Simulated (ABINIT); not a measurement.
# Diamond (Fd-3m, 2 atoms a cell): G0W0 in ABINIT against the bands in the self-energy, part 2 of 2

Wanted: the cheapest bands in the self-energy that holds the gap of Diamond (Fd-3m, 2 atoms a cell).

ABINIT 10.8.3; PBE and many-body steps on it, plane waves. Known limits of the many-body steps: not at the basis limit.

So far. Step 2 (Screening, 8×8×8 mesh, 210 bands, screening to 435.4 eV): Local fields lower ε∞ by 7 %.

### Step 5. 56 bands

Level of this step: G0W0 on PBE, plane waves, norm-conserving pseudopotentials (ABINIT).

The self-energy is evaluated for the states that the input lists, and the levels follow from it, in one-shot runs by the linearised quasiparticle equation.

Contents of run.abi:

```
acell 3*1.0 Angstrom
rprim 
  -0.000000000000 1.783370000000 1.783370000000
  1.783370000000 0.000000000000 1.783370000000
  1.783370000000 1.783370000000 0.000000000000
ntypat 1
znucl 6
natom 2
typat 1 1
xred 
  0.000000000000 0.000000000000 -0.000000000000
  0.250000000000 0.250000000000 0.250000000000
pp_dirpath "pseudos"
pseudos "C.upf"
ecut 37
ngkpt 8 8 8
nshiftk 1
shiftk 0 0 0
kptopt 1
chksymbreak 0
istwfk *1
occopt 1
irdwfk 1
optdriver 4
nband 56
gwcalctyp 0
ecutsigx 37
symsigma 1
nkptgw 2
kptgw 
  0.0000000000 0.0000000000 0.0000000000
  0.3750000000 0.3750000000 0.0000000000
bdgw 
  2 7
  3 6
ecuteps 16
irdscr 1
ppmodel 1
indata_prefix "in"
outdata_prefix "out"
tmpdata_prefix "tmp"
```

Launch:

```sh
$ OMP_NUM_THREADS=1 mpirun -n 4 abinit run.abi > log
```

What it wrote:

```text
.Version 10.8.3 of ABINIT. v10.8.2 released Aug 2026.

 Symmetries : space group Fd -3 m (#227); Bravais cF (face-center cubic)
[... echo of the input left out ...]
== DATASET  1 ==================================================================
-   mpi_nproc: 4, omp_nthreads: 1 (-1 if OMP is not activated)

--- !DatasetInfo
iteration_state: {dtset: 1, }
dimensions: {natom: 2, nkpt: 29, mband: 56, nsppol: 1, nspinor: 1, nspden: 1, mpw: 869, }
cutoff_energies: {ecut:  37.0, pawecutdg:  -1.0, }
[...]
Band     E0 <VxcDFT>   SigX SigC(E0)      Z dSigC/dE  Sig(E)    E-E0       E
[...]
5  14.483 -14.094  -8.673  -4.745   0.842  -0.188 -13.525   0.569  15.052
        6  17.096 -13.238  -7.304  -5.278   0.843  -0.187 -12.685   0.553  17.649

== END DATASET(S) ==============================================================
================================================================================

 -outvars: echo values of variables after computation  --------
           etotal      0.0000000000E+00
            nband          56
             nkpt          29
          spgroup         227
 [... the other variables as echoed above ...]

 Calculation completed.
```

The job ended after 17 s (4 MPI ranks of AMD EPYC 9R45, shared host; peak memory 1.2 GiB).

This step gave:

* G0W0 gap on the points computed: 5.491 eV
* starting gap on the mesh: 4.190 eV
* k of the valence top: 0, 0, 0
* k of the conduction bottom: 0.375, 0.375, 0
* least direct G0W0 gap on the computed points: 7.425 eV

The gap on the mesh goes from 4.19 eV to 5.49 eV, a correction of +1.30 eV.

### Step 6. 124 bands

Changes to run.abi since step 5:

```diff
@@ -24,3 +24,3 @@
 optdriver 4
-nband 56
+nband 124
 gwcalctyp 0
```

What it wrote:

```text
.Version 10.8.3 of ABINIT. v10.8.2 released Aug 2026.

 Symmetries : space group Fd -3 m (#227); Bravais cF (face-center cubic)
[... echo of the input left out ...]
== DATASET  1 ==================================================================
-   mpi_nproc: 4, omp_nthreads: 1 (-1 if OMP is not activated)

--- !DatasetInfo
iteration_state: {dtset: 1, }
dimensions: {natom: 2, nkpt: 29, mband: 124, nsppol: 1, nspinor: 1, nspden: 1, mpw: 869, }
cutoff_energies: {ecut:  37.0, pawecutdg:  -1.0, }
[...]
Band     E0 <VxcDFT>   SigX SigC(E0)      Z dSigC/dE  Sig(E)    E-E0       E
[...]
5  14.483 -14.094  -8.673  -4.870   0.841  -0.189 -13.630   0.464  14.947
        6  17.096 -13.238  -7.304  -5.393   0.842  -0.187 -12.782   0.456  17.552

== END DATASET(S) ==============================================================
================================================================================

 -outvars: echo values of variables after computation  --------
           etotal      0.0000000000E+00
            nband         124
             nkpt          29
          spgroup         227
 [... the other variables as echoed above ...]

 Calculation completed.
```

Wall time 36 s (4 MPI ranks); peak memory 1.7 GiB.

Numbers from this step:

```yaml
g0w0_gap_on_the_points_computed: 5.528 eV
starting_gap_on_the_mesh: 4.190 eV
k_of_the_valence_top: 0, 0, 0
k_of_the_conduction_bottom: 0.375, 0.375, 0
least_direct_g0w0_gap_on_the_computed_points: 7.433 eV
```

Against the run before, the gap moves by +0.037 eV.

### Step 7. 210 bands

Changes to run.abi since step 6:

```diff
@@ -24,3 +24,3 @@
 optdriver 4
-nband 124
+nband 210
 gwcalctyp 0
```

What it wrote:

```text
.Version 10.8.3 of ABINIT. v10.8.2 released Aug 2026.

 Symmetries : space group Fd -3 m (#227); Bravais cF (face-center cubic)
[... echo of the input left out ...]
== DATASET  1 ==================================================================
-   mpi_nproc: 4, omp_nthreads: 1 (-1 if OMP is not activated)

--- !DatasetInfo
iteration_state: {dtset: 1, }
dimensions: {natom: 2, nkpt: 29, mband: 210, nsppol: 1, nspinor: 1, nspden: 1, mpw: 869, }
cutoff_energies: {ecut:  37.0, pawecutdg:  -1.0, }
[...]
Band     E0 <VxcDFT>   SigX SigC(E0)      Z dSigC/dE  Sig(E)    E-E0       E
[...]
5  14.483 -14.094  -8.673  -4.899   0.841  -0.189 -13.654   0.440  14.923
        6  17.096 -13.238  -7.304  -5.419   0.842  -0.187 -12.804   0.434  17.530

== END DATASET(S) ==============================================================
================================================================================

 -outvars: echo values of variables after computation  --------
           etotal      0.0000000000E+00
            nband         210
             nkpt          29
          spgroup         227
 [... the other variables as echoed above ...]

 Calculation completed.
```

Run time: 64 s. Hardware: 4 MPI ranks; peak memory 2.2 GiB.

Numbers from this step:

```
G0W0 gap on the points computed              : 5.538 eV
starting gap on the mesh                     : 4.190 eV
k of the valence top                         : 0, 0, 0
k of the conduction bottom                   : 0.375, 0.375, 0
least direct G0W0 gap on the computed points : 7.434 eV
```

Against the run before, the gap moves by +0.010 eV.

### Step 8. Side by side

Times are wall times on 4 MPI ranks of AMD EPYC 9R45, shared host, good to a factor of about two. A run's time includes the screening step that it read.

```tsv
run	mesh	bands	screening cutoff (eV)	DFT gap (eV)	gap on the mesh (eV)	direct (eV)	ε∞ used	time
12 bands	8×8×8	12	435.4	4.190	5.377	7.510	5.51	4.4 min
22 bands	8×8×8	22	435.4	4.190	5.415	7.431	5.51	4.5 min
56 bands	8×8×8	56	435.4	4.190	5.491	7.425	5.51	4.6 min
124 bands	8×8×8	124	435.4	4.190	5.528	7.433	5.51	4.9 min
210 bands	8×8×8	210	435.4	4.190	5.538	7.434	5.51	5.4 min
```

### Step 9. Outcome

* 12 bands: 5.377 eV
* 22 bands: 5.415 eV
* 56 bands: 5.491 eV
* 124 bands: 5.528 eV
* 210 bands: 5.538 eV
* known limits: not at the basis limit

In words: The setting moved: bands in the self-energy. From 12 bands to 210 bands the gap moves by +0.16 eV. The last step still moves it by +0.010 eV. Bands and screening cutoff are coupled, so a series along one setting does not show full convergence. Bands and cutoff are finite, so the gap is not at the basis limit. The miss can reach some tenths of an eV and take either sign; the mesh is an error of its own. In the first G0W0 run levels were corrected at 2 k points alone, so a gap called «on the mesh» is the least over those, and an edge elsewhere would be missed.

[Paths, hosts, dates, memory and timing lines, banners, echoed tables and standing remarks are left out of the program output.]

[Logs are printed without paths, hosts, clocks, repeated set-up lines and the standing remarks that a program may print on its own settings, such as how far it seeks lower states.]

[Runs of the session that timed out or met a known fault of the program may be left out.]

[No measured gap is set beside runs whose start may be inverted or whose files or cutoffs have a known fault.]

[Hosts, paths, dates, database ids (printed as entryN), source tags and the programs' standing remarks are cut or masked in the printed files.]

[G0W0 gaps are taken among the corrected bands and points alone; a level outside them can change the order at an edge.]

[Where Ansatz stands beside ABINIT at settings called matched, ABINIT's density can come from a denser mesh and the files from another edition; pairs whose starting gaps differed by over 0.03 eV were left out, so agreement reads better than it is.]
